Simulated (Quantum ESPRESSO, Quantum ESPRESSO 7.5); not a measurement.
# Work function and surface energy of Li(100) against thickness

Aim: how the work function and the surface energy of Li(100) settle with the number of layers.

Calculated with Quantum ESPRESSO 7.5; plane-wave DFT, PBE, GBRV ultrasoft pseudopotentials.

**Measured values to reproduce.**

“Anisotropic work function of elemental crystals” (2019, arxiv:1902.07811) quotes from earlier work for Li (polycrystalline sample, no single face): work function, loosely compared (polycrystalline sample, no single face) 2.93 eV.

This is a report of a sequence of runs, with most program output left out.

## 1. Set-up

The cell holds 8 atoms: 8 Li. Its edges and angles: a = 3.490 Å, b = 3.490 Å, c = 27.215 Å, α = 90.0°, β = 90.0°, γ = 90.0°. It derives from Li. Vacuum lies along c.

Coordinates:

```
Li
1.0
     3.49000    0.00000    0.00000
     0.00000    3.49000    0.00000
     0.00000    0.00000   27.21500
Li
8
Direct
  0.50000 0.50000 0.27558
  0.00000 0.00000 0.33970
  0.50000 0.50000 0.40382
  0.00000 0.00000 0.46794
  0.50000 0.50000 0.53206
  0.00000 0.00000 0.59618
  0.50000 0.50000 0.66030
  0.00000 0.00000 0.72442
```

## 2. Running the series

ASE writes the inputs, starts pw.x and reads the results. Under ESM bc1 the zero of energy of a symmetric slab is the vacuum, so the work function is minus the Fermi level.

The input, run.py:

```python
import json
import numpy as np
from ase.build import bcc100
from ase.calculators.espresso import Espresso, EspressoProfile

profile = EspressoProfile(command='mpirun -n 2 pw.x -nk 2', pseudo_dir='../pseudo')
pseudopotentials = {'Li': 'li_pbe_v1.4.uspp.F.UPF'}
system = {'ecutwfc': 40, 'ecutrho': 200, 'occupations': 'smearing', 'smearing': 'mv', 'degauss': 0.02}


def calculator(name, kpts, **extra):
    data = dict(control=dict(tprnfor=True, verbosity='high', disk_io='none'),
                system=system | extra,
                electrons=dict(conv_thr=1e-07, mixing_beta=0.4, mixing_mode='local-TF',
                               electron_maxstep=100))
    return Espresso(profile=profile, directory=name, pseudopotentials=pseudopotentials, kpts=kpts, input_data=data)


def centre(atoms):
    z = atoms.positions[:, 2]
    atoms.positions[:, 2] -= (z.max() + z.min()) / 2  # ESM wants the slab about z = 0
    return atoms


rows = []
for n in [3, 4, 5, 6, 7, 8]:
    slab = centre(bcc100('Li', size=(1, 1, n), a=3.49, vacuum=7.5, periodic=True))
    slab.set_initial_magnetic_moments([0.0] * n)
    slab.calc = calculator(f'n{n}', (8, 8, 1), assume_isolated='esm', esm_bc='bc1')
    energy = slab.get_potential_energy()
    work = -slab.calc.get_fermi_level()
    force = slab.get_forces()[-1, 2]
    rows.append([n, energy, work, force])
    print(f'{n} layers: E = {energy:.5f} eV, work function {work:.3f} eV, force on the top atom {force:+.3f} eV/A')

n, energy = np.array(rows)[:, :2].T
slope, offset = np.polyfit(n[1:], energy[1:], 1)
area = np.linalg.norm(np.cross(*slab.cell[:2]))
gamma = offset / (2 * area) * 16.0218
print(f'bulk energy from the slope {slope:.5f} eV an atom; unrelaxed surface energy {gamma:.3f} J/m^2')
json.dump(dict(rows=rows, slope=slope, gamma=gamma), open('result.json', 'w'))
```

On the command line:

```
$ OMP_NUM_THREADS=1 python run.py
```

Elapsed: 7.1 min, on 2 MPI ranks of Arm Neoverse N1, shared host; peak memory 0.38 GiB.

Read from the output:

```
surface energy                     : 0.4663 J/m²
work function of the thickest slab : 2.985 eV
```

The work function by layers:

```
layers  work function (eV)
  3.00                2.93
  4.00                3.08
  5.00                2.92
  6.00                3.03
  7.00                3.01
  8.00                2.98
```

The force on the top atom along the normal by layers:

```
layers  force on the top atom along the normal (eV/Å)
  3.00                                        -0.0382
  4.00                                        0.00705
  5.00                                         0.0137
  6.00                                        0.00624
  7.00                                        0.00209
  8.00                                        0.00689
```

The energy less the bulk line's slope by layers:

```
layers  energy less the bulk line's slope (meV)
  3.00                                      703
  4.00                                      704
  5.00                                      716
  6.00                                      705
  7.00                                      716
  8.00                                      704
```

## 3. Running the series: LDA, GBRV ultrasoft

Level of this step: plane-wave DFT, LDA, GBRV ultrasoft pseudopotentials (Quantum ESPRESSO 7.5).

run.py is the input of step 2 with these lines changed:

```diff
@@ -6,3 +6,3 @@
 profile = EspressoProfile(command='mpirun -n 2 pw.x -nk 2', pseudo_dir='../pseudo')
-pseudopotentials = {'Li': 'li_pbe_v1.4.uspp.F.UPF'}
+pseudopotentials = {'Li': 'li_lda_v1.4.uspp.F.UPF'}
 system = {'ecutwfc': 40, 'ecutrho': 200, 'occupations': 'smearing', 'smearing': 'mv', 'degauss': 0.02}
```

On the command line:

```
$ OMP_NUM_THREADS=1 python run.py
```

Elapsed: 6.2 min, on 2 MPI ranks; peak memory 0.36 GiB.

This step gave:

- surface energy: 0.5124 J/m²
- work function of the thickest slab: 3.069 eV

The work function by layers:

```
layers  work function (eV)
  3.00                3.01
  4.00                3.16
  5.00                3.01
  6.00                3.11
  7.00                3.09
  8.00                3.07
```

Force on the top atom along the normal against layers:

```
layers  force on the top atom along the normal (eV/Å)
  3.00                                        -0.0902
  4.00                                        -0.0426
  5.00                                        -0.0383
  6.00                                        -0.0457
  7.00                                        -0.0495
  8.00                                        -0.0452
```

Energy less the bulk line's slope against layers:

```
layers  energy less the bulk line's slope (meV)
  3.00                                      774
  4.00                                      774
  5.00                                      786
  6.00                                      776
  7.00                                      785
  8.00                                      775
```

## 4. The arithmetic

γ = (E_N − N e_bulk)/(2A). The excess of the thickest slab is 0.704 eV and A = 12.180 Å²: 0.704/(2 × 12.180) × 16.02 = 0.46 J/m² (1 eV/Å² = 16.02 J/m²); the fit's intercept gives 0.47.

## 5. Outcome

| Item | Value |
| --- | --- |
| work function of the thickest slab, PBE, GBRV ultrasoft | 2.98 eV |
| unrelaxed surface energy, PBE, GBRV ultrasoft | 0.47 J/m² |
| work function of the thickest slab, LDA, GBRV ultrasoft | 3.07 eV |
| unrelaxed surface energy, LDA, GBRV ultrasoft | 0.51 J/m² |

What this shows: The thickest slab gives a work function of 2.98 eV and the series an unrelaxed surface energy of 0.47 J/m² (PBE, GBRV ultrasoft). The work function swings by 0.16 eV over 3 to 8 layers and by 0.02 eV over the last step; confined states crossing the Fermi level and the finite mesh both contribute. From 6 layers on it stays within 0.1 eV. The top atom feels almost no force. The slabs are cut from the bulk at the tabulated lattice constant and not relaxed; the surface energy comes from a straight line through the energies of all but the thinnest slab.

Computed beside measured:

| quantity | measured | PBE, GBRV | LDA, GBRV |
| --- | --- | --- | --- |
| work function, loosely compared (polycrystalline sample, no single face) (eV) | 2.93 | 2.98 (+0.05 eV) | 3.07 (+0.14 eV) |

Measured values from arxiv:1902.07811 (2019).

**Verdict.** A polycrystal averages over faces, so this is a loose comparison.

[Logs are printed without paths, hosts, clocks, repeated set-up lines and the standing remarks that a program may print on its own settings, such as how far it seeks lower states.]

[Hosts, paths, dates, database ids (printed as entryN), source tags and the programs' standing remarks are cut or masked in the printed files.]

[Maps of the electrostatic potential energy from Ansatz leave out the sawtooth potential of an applied field or a dipole correction, so their vacuum need not be flat; planar profiles and work functions include it.]
